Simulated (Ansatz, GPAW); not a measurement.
# 1T-TiTe2 monolayer: work function by functional and basis, part 3 of 3

Aim: the work function of both faces of 1T-TiTe2 monolayer, and its spread over functionals and bases.

GPAW 26.7.0 and Ansatz 0.2.0; Ansatz plane waves; layer without images along its normal, relaxation of atoms and in-plane cell (the session's first sound run).

So far, upper work function (eV): step 3 (the slab's potential, PBE, GPAW) 4.88; step 5 (OptPBE vdW: xc = "optPBE-vdW", GPAW, PAW setups, GPAW) 5.07; step 6 (self-consistent run: xc = "RPBE") 4.77; step 7 (real-space grid: mode = "fd", PBE, GPAW) 4.89; step 8 (atomic orbitals: mode = "lcao", PBE, GPAW) 4.75.

## (10) A second plane-wave code (continued)

Level of this step: Ansatz plane waves; slab in vacuum with a dipole correction (Ansatz).

Electrostatic potential energy in the ca plane at fractional y = 0.000, with atoms of Ti within 0.2 Å of it. With pseudopotentials it is smooth inside the atoms' cores, unlike the true potential.

Ten even steps from '0' (-28 eV) to '9' (3 eV), each cell a mean:
```
99999999999999999999984000027899999999999999
99999999999999999999986300158899999999999999
99999999999999999988888755678888999999999999
99999999999999999987678888887667899999999999
99999999999999999876568899887557899999999999
99999999999999999976568888887667899999999999
99999999999999999987778777788778999999999999
99999999999999999998887522478889999999999999
99999999999999999999985100047899999999999999
99999999999999999999984000027899999999999999
```
Columns run along c (16.0 Å, from fractional 0.06 to 0.58 of the cell; values clipped at the 3rd and 97th percentile), rows up along a (3.7 Å). Atoms in or near the plane, at fractional coordinates: Ti at (0.35, 0.00).

Valence density in the ca plane at fractional y = 0.000, with atoms of Ti within 0.2 Å of it. It is the smooth field of the valence electrons, not physical close to the nuclei.

Values in units of 1e0 e/Å³, 6 rows by 16 columns, each cell a mean:
```
0.0 0.0 0.0 0.0 0.0 0.0 0.0 0.1 2.2 4.1 0.2 0.1 0.0 0.0 0.0 0.0
0.0 0.0 0.0 0.0 0.0 0.0 0.1 0.2 0.3 0.3 0.2 0.1 0.0 0.0 0.0 0.0
0.0 0.0 0.0 0.0 0.0 0.0 0.2 0.4 0.2 0.2 0.4 0.3 0.0 0.0 0.0 0.0
0.0 0.0 0.0 0.0 0.0 0.0 0.2 0.3 0.2 0.2 0.3 0.2 0.0 0.0 0.0 0.0
0.0 0.0 0.0 0.0 0.0 0.0 0.1 0.2 0.5 0.9 0.2 0.1 0.0 0.0 0.0 0.0
0.0 0.0 0.0 0.0 0.0 0.0 0.0 0.1 3.0 5.6 0.2 0.1 0.0 0.0 0.0 0.0
```
Columns run along c (16.0 Å, from fractional 0.06 to 0.58 of the cell), rows up along a (3.7 Å). Atoms in or near the plane, at fractional coordinates: Ti at (0.35, 0.00).

ELF in the ca plane at fractional y = 0.000, with atoms of Ti within 0.2 Å of it. It is the smooth field of the valence electrons, not physical close to the nuclei.

Values, 6 rows by 16 columns, each cell a mean:
```
0.00 0.00 0.00 0.00 0.00 0.01 0.10 0.23 0.37 0.46 0.20 0.16 0.03 0.00 0.00 0.00
0.00 0.00 0.00 0.00 0.01 0.12 0.44 0.58 0.30 0.21 0.55 0.51 0.20 0.02 0.00 0.00
0.00 0.00 0.00 0.00 0.03 0.31 0.66 0.57 0.50 0.38 0.59 0.64 0.46 0.07 0.00 0.00
0.00 0.00 0.00 0.00 0.02 0.26 0.63 0.59 0.46 0.31 0.61 0.63 0.41 0.05 0.00 0.00
0.00 0.00 0.00 0.00 0.00 0.06 0.31 0.49 0.29 0.29 0.44 0.39 0.12 0.01 0.00 0.00
0.00 0.00 0.00 0.00 0.00 0.01 0.06 0.16 0.35 0.39 0.14 0.11 0.02 0.00 0.00 0.00
```
Columns run along c (16.0 Å, from fractional 0.06 to 0.58 of the cell), rows up along a (3.7 Å). Atoms in or near the plane, at fractional coordinates: Ti at (0.35, 0.00).

The upper face's work function is 4.871 eV, against 4.881 eV in the first plane-wave PBE run at this geometry.

## (11) Side by side

Results and costs are gathered.

This step: comparison of work functions, dipole and cost (GPAW 26.7.0).

Ladder, by row:

```tsv
step	code	work function, upper (eV)	work function, lower (eV)	dipole (e Å)	wall time (s)	peak memory (GiB)	threads
pw	GPAW	4.881	4.878	-8.40e-4	12.95	0.2	1
revPBE	GPAW	4.776	4.773	-8.37e-4	13.48	0.2	1
optPBE-vdW	GPAW	5.066	5.063	-8.37e-4	24.58	0.36	1
RPBE	GPAW	4.77	4.767	-8.36e-4	13.72	0.2	1
fd	GPAW	4.886	4.882	-2.31e-4	52.48	0.48	1
lcao	GPAW	4.751	4.748	-2.31e-4	52.04	0.33	1
ansatz	Ansatz	4.871	4.871	1.39e-5	2.01	0.741	4
```

## (12) A changed run

One more run, with changed settings.

This step: GPAW, PAW setups; slab in vacuum (GPAW 26.7.0).

File run.py:

```python
import json
import numpy as np
from ase import Atoms
from gpaw import GPAW, PW

slab = Atoms(
    ['Te', 'Ti', 'Te'],
    positions=[
        [1.87455, 1.08227, 9.00000],
        [0.00000, 0.00000, 10.74634],
        [-0.00000, 2.16454, 12.49268]],
    cell=[[3.7491, 0.0, 0.0], [-1.87455, 3.24681, -0.0], [0.0, -0.0, 21.4927]],
    pbc=[True, True, False])

slab.calc = GPAW(mode=PW(400), xc='PBE', kpts={'size': (9, 9, 1), 'gamma': True},
                 occupations={'name': 'fermi-dirac', 'width': 0.05}, nbands='140%',
                 convergence={'density': 1e-05}, maxiter=3,
                 poissonsolver={'dipolelayer': 'xy'},
                 symmetry={'tolerance': 1e-3}, txt='slab.txt')
result = {}
energy = slab.get_potential_energy()
fermi = slab.calc.get_fermi_level()
v = slab.calc.get_electrostatic_potential().mean((0, 1)) - fermi
n = slab.calc.get_pseudo_density().mean((0, 1))
L = slab.cell[2, 2]
z = np.arange(len(v)) * L / len(v)
low, high = slab.positions[:, 2].min(), slab.positions[:, 2].max()
below, above = np.interp([low - 6.8, high + 6.8], z, v)
slopes = [np.interp(x, z, np.gradient(v, z)) for x in (low - 6.8, high + 6.8)]
eps = np.array([[slab.calc.get_eigenvalues(k, s) for k in range(len(slab.calc.get_ibz_k_points()))]
                for s in range(slab.calc.get_number_of_spins())]) - fermi
top, bottom = eps[eps < 0].max(), eps[eps > 0].min()
dipole = slab.get_dipole_moment()[2]
print(f'energy {energy:.4f} eV, Fermi level {fermi:.4f} eV, dipole {dipole:.5f} e A')
print(f'potential 6.8 A off the faces, from the Fermi level: lower {below:.4f} eV, upper {above:.4f} eV')
print(f'slope of the potential there: lower {slopes[0]:.5f}, upper {slopes[1]:.5f} eV/A')
print(f'nearest levels on the mesh: {top:.4f} and {bottom:.4f} eV')
print('magnetic moment', round(slab.get_magnetic_moment(), 3))
result.update(energy=energy, fermi=fermi, dipole=dipole, below=below, above=above, slopes=slopes, edges=[top, bottom],
              z=z.tolist(), v=v.tolist(), n=n.tolist(), positions=slab.positions.tolist(),
              forces=slab.get_forces(apply_constraint=False).tolist(), moments=slab.get_magnetic_moments().tolist())
json.dump(result, open('result.json', 'w'))
```

Command:

```sh
$ OMP_NUM_THREADS=1 OPENBLAS_NUM_THREADS=1 python run.py
```

Numbers of over 12 decimals in the logs are rounded to 6 here.

What it wrote:

```text
gpaw.KohnShamConvergenceError
```

Run time: 4.3 s. Hardware: 1 thread of Intel Xeon 6975P-C (Granite Rapids), shared host; peak memory 0.2 GiB.

The run stopped without converging, so none of its numbers is a property of the system.

The fault put into the input: too few SCF iterations (maxiter = 3).

## (13) What came out

| Quantity | Value |
| --- | --- |
| work function, both faces | 4.88 eV |
| dipole along the normal | -8.4e-4 e Å, near the numerical noise |

**Reading.** With plane waves and PBE the work function is 4.88 eV on the upper face and 4.88 eV on the lower. Over the sound runs of the table the upper face's work function spans 4.751 (lcao) to 5.066 eV (optPBE-vdW). Atomic orbitals miss the plane-wave value by -0.13 eV, since they describe the tail of the density in the vacuum poorly. The two plane-wave codes differ by 0.011 eV on the upper face. The small printed dipole stands for a step of 12 meV from the lower to the upper face, and the probes find 3.5 meV; values this small are near the numerical noise of both. The runs had no spin polarisation, so a magnetic state, which thin layers of d-metal atoms can have, wasn't tested. The layer's cell and atoms come from the relaxation; spin-orbit coupling and temperature are left out.

[Logs are printed without paths, hosts, clocks, repeated set-up lines and the standing remarks that a program may print on its own settings, such as how far it seeks lower states.]

[Hosts, paths, dates, database ids (printed as entryN), source tags and the programs' standing remarks are cut or masked in the printed files.]
